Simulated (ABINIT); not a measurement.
# MoS2 (P6_3/mmc): G0W0 in ABINIT against the exchange cutoff

How does the gap of MoS2 (P6_3/mmc) converge in the exchange cutoff?

Program: ABINIT 10.8.3. Level of theory: PBE and many-body steps on it, plane waves. Results are calculated unless marked as measured.

The database entry behind the starting cell differs from later determinations by our own check (about 0.3 % long), so it need not match the best structure at ambient conditions.

## (1) Starting point

It takes space group P6_3/mmc (No. 194, hexagonal). Conventional cell: a = 3.169 Å, b = 3.169 Å, c = 12.324 Å, α = 90.00°, β = 90.00°, γ = 120.00°. Nearest to Mo lie 6 S at 2.41 Å. Nearest to S lie 3 Mo at 2.41 Å. Farther neighbours and most contacts between anions are not listed.

Structure file:

```cif
data_structure
_symmetry_space_group_name_H-M 'P6_3/mmc'
_symmetry_Int_Tables_number 194
_cell_length_a 3.1690
_cell_length_b 3.1690
_cell_length_c 12.3240
_cell_angle_alpha 90.000
_cell_angle_beta 90.000
_cell_angle_gamma 120.000
_cell_volume 107.18
loop_
_atom_site_label
_atom_site_type_symbol
_atom_site_symmetry_multiplicity
_atom_site_Wyckoff_symbol
_atom_site_fract_x
_atom_site_fract_y
_atom_site_fract_z
_atom_site_occupancy
Mo1 Mo 2 c 0.33333 0.66667 0.25000 1
S1 S 4 f 0.33333 0.66667 0.62300 1
```

The cell and positions come from the Crystallography Open Database and are kept as given unless a step says otherwise.

## (2) Screening, 6×6×1 mesh, 106 bands, screening to 130.6 eV

This step: ABINIT 10.8.3; RPA screening on PBE, plane waves, norm-conserving pseudopotentials.

The RPA dielectric matrix is built and inverted for each q.

Input file run.abi:

```
acell 3*1.0 Angstrom
rprim 
  3.169000000004 -0.000000000001 0.000000000000
  -1.584500000001 2.744434504597 0.000000000000
  0.000000000000 0.000000000000 12.324000000000
ntypat 2
znucl 42 16
natom 6
typat 1 1 2 2 2 2
xred 
  0.333333333333 0.666666666667 0.250000000000
  0.666666666667 0.333333333333 0.750000000000
  0.333333333333 0.666666666667 0.623000000000
  0.666666666667 0.333333333333 0.123000000000
  0.333333333333 0.666666666667 0.877000000000
  0.666666666667 0.333333333333 0.377000000000
pp_dirpath "pseudos"
pseudos "Mo.upf, S.upf"
ecut 36
ngkpt 6 6 1
nshiftk 1
shiftk 0 0 0
kptopt 1
chksymbreak 0
istwfk *1
occopt 1
irdwfk 1
optdriver 3
nband 106
ecuteps 4.8
inclvkb 2
awtr 1
symchi 1
indata_prefix "in"
outdata_prefix "out"
tmpdata_prefix "tmp"
```

The run is started by

```sh
$ OMP_NUM_THREADS=1 mpirun -n 8 abinit run.abi > log
```

What it wrote:

```text
.Version 10.8.3 of ABINIT. v10.8.2 released Aug 2026.

 Symmetries : space group P6_3/m m c (#194); Bravais hP (primitive hexag.)
[... echo of the input left out ...]
== DATASET  1 ==================================================================
-   mpi_nproc: 8, omp_nthreads: 1 (-1 if OMP is not activated)

--- !DatasetInfo
iteration_state: {dtset: 1, }
dimensions: {natom: 6, nkpt: 7, mband: 106, nsppol: 1, nspinor: 1, nspden: 1, mpw: 7481, }
cutoff_energies: {ecut:  36.0, pawecutdg:  -1.0, }
electrons: {nelect:   5.20000000E+01, charge:   0.00000000E+00, occopt:   1.00000000E+00, tsmear:   1.00000000E-02, }

 SCREENING: Calculation of the susceptibility and dielectric matrices

 Based on a program developped by R.W. Godby, V. Olevano, G. Onida, and L. Reining.
 Incorporated in ABINIT by V. Olevano, G.-M. Rignanese, and M. Torrent.
.Using double precision arithmetic ; gwpc =  8

[... cell and pseudopotentials left out ...]
--------------------------------------------------------------------------------

 ==== K-mesh for the wavefunctions ====
 Number of points in the irreducible wedge :     7
[... list of points left out ...]
 Together with 24 symmetry operations and time-reversal symmetry
 yields    36 points in the full Brillouin Zone.

 ==== Q-mesh for the screening function ====
 Number of points in the irreducible wedge :     7
[... list of points left out ...]
 Together with 24 symmetry operations and time-reversal symmetry
 yields    36 points in the full Brillouin Zone.

 setmesh: FFT mesh size selected  =    20x   20x   90
          total number of points  =        36000

 vcoul_init : cutoff-mode = AUXILIARY_FUNCTION
 q-points for optical limit:   1
     1)      0.000010    0.000020    0.000030

- screening: taking advantage of time-reversal symmetry
- Maximum band index for partially occupied states nbvw = 26
- Remaining bands to be divided among processors   nbcw = 80
- Number of bands treated by each node ~10

 Number of electrons calculated from density =   52.0000; Expected =   52.0000
 average of density, n =  0.071892
 r_s =    1.4919
 omega_plasma =   25.8640 [eV]

 calculating chi0 at frequencies [eV] :
  1    0.000000E+00    0.000000E+00
  2    0.000000E+00    2.586399E+01

--------------------------------------------------------------------------------
  q-point number  1        q = ( 0.000000, 0.000000, 0.000000) [r.l.u.]
--------------------------------------------------------------------------------
[... chi0 elements left out ...]
 For q-point:  0.000010 0.000020 0.000030
  dielectric constant =  14.4837
  dielectric constant without local fields =  16.2843

  Average fulfillment of the sum rule on Im[epsilon] for q-point    1 :     69.46  [%]
[... wings left out ...]
  q-point number  2        q = ( 0.166667, 0.000000, 0.000000) [r.l.u.]
--------------------------------------------------------------------------------
[... chi0 elements left out ...]
  Average fulfillment of the sum rule on Im[epsilon] for q-point    2 :     73.09  [%]

 [... 5 further q-points ...]
```

Elapsed: 50 s, on 8 MPI ranks of Arm Neoverse V1, shared host; peak memory 2.4 GiB; 6.7 min of CPU time.

This step gave:

```
ε∞ with local fields, on this mesh, along the program's q direction : 14.48
the same without local fields                                       : 16.28
plasma frequency                                                    : 25.86 eV
plane waves in the screening matrix                                 : 341
```

Local fields lower ε∞ by 11 %. On a Γ-centred mesh this coarse the value itself is usually too large, while a short band sum pulls it down.

## (3) 3.6 Ha

This step: G0W0 on PBE, plane waves, norm-conserving pseudopotentials.

Edit run.abi of step 2 so:

```diff
@@ -27,8 +27,19 @@
 irdwfk 1
-optdriver 3
+optdriver 4
 nband 106
+gwcalctyp 0
+ecutsigx 3.6
+symsigma 1
+nkptgw 3
+kptgw 
+  0.0000000000 0.0000000000 0.0000000000
+  0.1666666667 0.1666666667 0.0000000000
+  0.3333333333 0.3333333333 0.0000000000
+bdgw 
+  25 28
+  25 28
+  25 28
 ecuteps 4.8
-inclvkb 2
-awtr 1
-symchi 1
+irdscr 1
+ppmodel 1
 indata_prefix "in"
```

What it wrote:

```text
.Version 10.8.3 of ABINIT. v10.8.2 released Aug 2026.

 Symmetries : space group P6_3/m m c (#194); Bravais hP (primitive hexag.)
[... echo of the input left out ...]
== DATASET  1 ==================================================================
-   mpi_nproc: 8, omp_nthreads: 1 (-1 if OMP is not activated)

--- !DatasetInfo
iteration_state: {dtset: 1, }
dimensions: {natom: 6, nkpt: 7, mband: 106, nsppol: 1, nspinor: 1, nspden: 1, mpw: 7481, }
cutoff_energies: {ecut:  36.0, pawecutdg:  -1.0, }
electrons: {nelect:   5.20000000E+01, charge:   0.00000000E+00, occopt:   1.00000000E+00, tsmear:   1.00000000E-02, }

 SIGMA: Calculation of the GW corrections

 Based on a program developped by R.W. Godby, V. Olevano, G. Onida, and L. Reining.
 Incorporated in ABINIT by V. Olevano, G.-M. Rignanese, and M. Torrent.
.Using double precision arithmetic ; gwpc =  8

[... cell and pseudopotentials left out ...]
--------------------------------------------------------------------------------

 ==== K-mesh for the wavefunctions ====
 Number of points in the irreducible wedge :     7
[... list of points left out ...]
 Together with 24 symmetry operations and time-reversal symmetry
 yields    36 points in the full Brillouin Zone.

 ==== Q-mesh for screening function ====
 Number of points in the irreducible wedge :     7
[... list of points left out ...]
 Together with 24 symmetry operations and time-reversal symmetry
 yields    36 points in the full Brillouin Zone.

 vcoul_init : cutoff-mode = AUXILIARY_FUNCTION
 q-points for optical limit:   1
     1)      0.000010    0.000020    0.000030
 setmesh: FFT mesh size selected  =    20x   20x   90
          total number of points  =        36000

 Number of electrons calculated from density =   52.0000; Expected =   52.0000
 average of density, n =  0.071892
 r_s =    1.4919
 omega_plasma =   25.8640 [eV]

 === KS Band Gaps ===
  >>>> For spin  1
   Minimum direct gap =   1.6539 [eV], located at k-point      :   0.3333  0.3333  0.0000
   Fundamental gap    =   0.8888 [eV], Top of valence bands at :   0.0000  0.0000  0.0000
                                       Bottom of conduction at :   0.1667  0.1667  0.0000
 SIGMA fundamental parameters:
 PLASMON POLE MODEL  1
 number of plane-waves for SigmaX                  253
 number of plane-waves for SigmaC and W            253
 number of plane-waves for wavefunctions          7437
 number of bands                                   106
 number of independent spin polarizations            1
 number of spinorial components                      1
 number of k-points in IBZ                           7
 number of q-points in IBZ                           7
 number of symmetry operations                      24
 number of k-points in BZ                           36
 number of q-points in BZ                           36
 number of frequencies for dSigma/dE                 9
 frequency step for dSigma/dE [eV]                0.25
 number of omega for Sigma on real axis              0
 max omega for Sigma on real axis  [eV]           0.00
 zcut for avoiding poles [eV]                     0.10

 EPSILON^-1 parameters (SCR file):
 dimension of the eps^-1 matrix on file            341
 dimension of the eps^-1 matrix used               253
 number of plane-waves for wavefunctions          7437
 number of bands                                   106
 number of q-points in IBZ                           7
 number of frequencies                               2
 number of real frequencies                          1
 number of imag frequencies                          1

 matrix elements of self-energy operator (all in [eV])

 Perturbative Calculation

--- !SelfEnergy_ee
iteration_state: {dtset: 1, }
kpoint     : [   0.000,    0.000,    0.000, ]
spin       : 1
KS_gap     :    2.100
QP_gap     :    2.192
Delta_QP_KS:    0.092
data: !SigmaeeData |
     Band     E0 <VxcDFT>   SigX SigC(E0)      Z dSigC/dE  Sig(E)    E-E0       E
       25   7.290 -15.411 -15.106   1.728   0.780  -0.283 -13.826   1.584   8.874
       26   8.434 -16.391 -15.482   1.304   0.778  -0.285 -14.669   1.722  10.157
       27  10.534 -15.683  -9.978  -3.382   0.781  -0.280 -13.868   1.815  12.349
       28  10.534 -15.683  -9.978  -3.382   0.781  -0.280 -13.868   1.815  12.349

--- !SelfEnergy_ee
iteration_state: {dtset: 1, }
kpoint     : [   0.167,    0.167,    0.000, ]
spin       : 1
KS_gap     :    2.343
QP_gap     :    2.527
Delta_QP_KS:    0.183
data: !SigmaeeData |
     Band     E0 <VxcDFT>   SigX SigC(E0)      Z dSigC/dE  Sig(E)    E-E0       E
       25   6.952 -16.023 -16.038   2.019   0.776  -0.289 -14.469   1.554   8.506
       26   6.980 -16.154 -15.986   1.989   0.776  -0.289 -14.481   1.673   8.653
[...]
--- !SelfEnergy_ee
iteration_state: {dtset: 1, }
kpoint     : [   0.333,    0.333,    0.000, ]
spin       : 1
KS_gap     :    1.654
QP_gap     :    2.573
Delta_QP_KS:    0.919
data: !SigmaeeData |
     Band     E0 <VxcDFT>   SigX SigC(E0)      Z dSigC/dE  Sig(E)    E-E0       E
[...]
26   7.832 -16.516 -15.460   1.285   0.779  -0.284 -14.693   1.823   9.656
       27   9.486 -17.609 -11.205  -2.881   0.778  -0.285 -14.867   2.742  12.228
       28   9.486 -17.609 -11.205  -2.881   0.778  -0.285 -14.867   2.742  12.228

== END DATASET(S) ==============================================================
================================================================================

 -outvars: echo values of variables after computation  --------
           etotal      0.0000000000E+00
            nband         106
             nkpt           7
          spgroup         194
 [... the other variables as echoed above ...]

 Calculation completed.
```

Run time: 12 s. Hardware: 8 MPI ranks; peak memory 1.5 GiB.

Numbers from this step:

* G0W0 gap on the points computed: 1.022 eV
* starting gap on the mesh: 0.8887 eV
* k of the valence top: 0, 0, 0
* k of the conduction bottom: 0.1667, 0.1667, 0
* Z at the valence top: 0.778
* Z at the conduction bottom: 0.786
* least direct G0W0 gap on the computed points: 2.192 eV

## (4) 7.2 Ha

Edit run.abi of step 3 so:

```diff
@@ -30,3 +30,3 @@
 gwcalctyp 0
-ecutsigx 3.6
+ecutsigx 7.2
 symsigma 1
```

What it wrote:

```text
.Version 10.8.3 of ABINIT. v10.8.2 released Aug 2026.

 Symmetries : space group P6_3/m m c (#194); Bravais hP (primitive hexag.)
[... echo of the input left out ...]
== DATASET  1 ==================================================================
-   mpi_nproc: 8, omp_nthreads: 1 (-1 if OMP is not activated)

--- !DatasetInfo
iteration_state: {dtset: 1, }
dimensions: {natom: 6, nkpt: 7, mband: 106, nsppol: 1, nspinor: 1, nspden: 1, mpw: 7481, }
cutoff_energies: {ecut:  36.0, pawecutdg:  -1.0, }
electrons: {nelect:   5.20000000E+01, charge:   0.00000000E+00, occopt:   1.00000000E+00, tsmear:   1.00000000E-02, }

 SIGMA: Calculation of the GW corrections

 Based on a program developped by R.W. Godby, V. Olevano, G. Onida, and L. Reining.
 Incorporated in ABINIT by V. Olevano, G.-M. Rignanese, and M. Torrent.
.Using double precision arithmetic ; gwpc =  8

[... cell and pseudopotentials left out ...]
--------------------------------------------------------------------------------

 ==== K-mesh for the wavefunctions ====
 Number of points in the irreducible wedge :     7
[... list of points left out ...]
 Together with 24 symmetry operations and time-reversal symmetry
 yields    36 points in the full Brillouin Zone.

 ==== Q-mesh for screening function ====
 Number of points in the irreducible wedge :     7
[... list of points left out ...]
 Together with 24 symmetry operations and time-reversal symmetry
 yields    36 points in the full Brillouin Zone.

 vcoul_init : cutoff-mode = AUXILIARY_FUNCTION
 q-points for optical limit:   1
     1)      0.000010    0.000020    0.000030
 setmesh: FFT mesh size selected  =    24x   24x   96
          total number of points  =        55296

 Number of electrons calculated from density =   52.0000; Expected =   52.0000
[...]
number of plane-waves for wavefunctions          7437
 number of bands                                   106
 number of q-points in IBZ                           7
 number of frequencies                               2
 number of real frequencies                          1
 number of imag frequencies                          1

 matrix elements of self-energy operator (all in [eV])

 Perturbative Calculation

--- !SelfEnergy_ee
iteration_state: {dtset: 1, }
kpoint     : [   0.000,    0.000,    0.000, ]
spin       : 1
KS_gap     :    2.100
QP_gap     :    2.407
Delta_QP_KS:    0.307
data: !SigmaeeData |
     Band     E0 <VxcDFT>   SigX SigC(E0)      Z dSigC/dE  Sig(E)    E-E0       E
       25   7.290 -15.411 -16.222   1.743   0.778  -0.286 -14.686   0.725   8.015
       26   8.434 -16.391 -16.642   1.312   0.776  -0.289 -15.568   0.823   9.257
       27  10.534 -15.683 -10.853  -3.381   0.780  -0.282 -14.553   1.130  11.664
[...]
--- !SelfEnergy_ee
iteration_state: {dtset: 1, }
kpoint     : [   0.167,    0.167,    0.000, ]
spin       : 1
KS_gap     :    2.343
QP_gap     :    2.627
Delta_QP_KS:    0.283
data: !SigmaeeData |
     Band     E0 <VxcDFT>   SigX SigC(E0)      Z dSigC/dE  Sig(E)    E-E0       E
[...]
--- !SelfEnergy_ee
iteration_state: {dtset: 1, }
kpoint     : [   0.333,    0.333,    0.000, ]
spin       : 1
KS_gap     :    1.654
QP_gap     :    2.305
Delta_QP_KS:    0.651
data: !SigmaeeData |
     Band     E0 <VxcDFT>   SigX SigC(E0)      Z dSigC/dE  Sig(E)    E-E0       E
[...]
27   9.486 -17.609 -12.736  -2.848   0.776  -0.288 -16.038   1.571  11.058
       28   9.486 -17.609 -12.736  -2.848   0.776  -0.288 -16.038   1.571  11.058

== END DATASET(S) ==============================================================
================================================================================

 -outvars: echo values of variables after computation  --------
           etotal      0.0000000000E+00
            nband         106
             nkpt           7
          spgroup         194
 [... the other variables as echoed above ...]

 Calculation completed.
```

It took 17 s on 8 MPI ranks; peak memory 1.7 GiB; 2.3 min of CPU time.

This step gave:

```yaml
g0w0_gap_on_the_points_computed: 1.159 eV
starting_gap_on_the_mesh: 0.8887 eV
k_of_the_valence_top: 0, 0, 0
k_of_the_conduction_bottom: 0.1667, 0.1667, 0
z_at_the_valence_top: 0.776
z_at_the_conduction_bottom: 0.785
least_direct_g0w0_gap_on_the_computed_points: 2.306 eV
```

(Continued in part 2 of 2.)

[Paths, hosts, dates, memory and timing lines, banners, echoed tables and standing remarks are left out of the program output.]

[Logs are printed without paths, hosts, clocks, repeated set-up lines and the standing remarks that a program may print on its own settings, such as how far it seeks lower states.]

[Runs of the session that timed out or met a known fault of the program may be left out.]

[No measured gap is set beside runs whose start may be inverted or whose files or cutoffs have a known fault.]

[Hosts, paths, dates, database ids (printed as entryN), source tags and the programs' standing remarks are cut or masked in the printed files.]

[G0W0 gaps are taken among the corrected bands and points alone; a level outside them can change the order at an edge.]

[Where Ansatz stands beside ABINIT at settings called matched, ABINIT's density can come from a denser mesh and the files from another edition; pairs whose starting gaps differed by over 0.03 eV were left out, so agreement reads better than it is.]
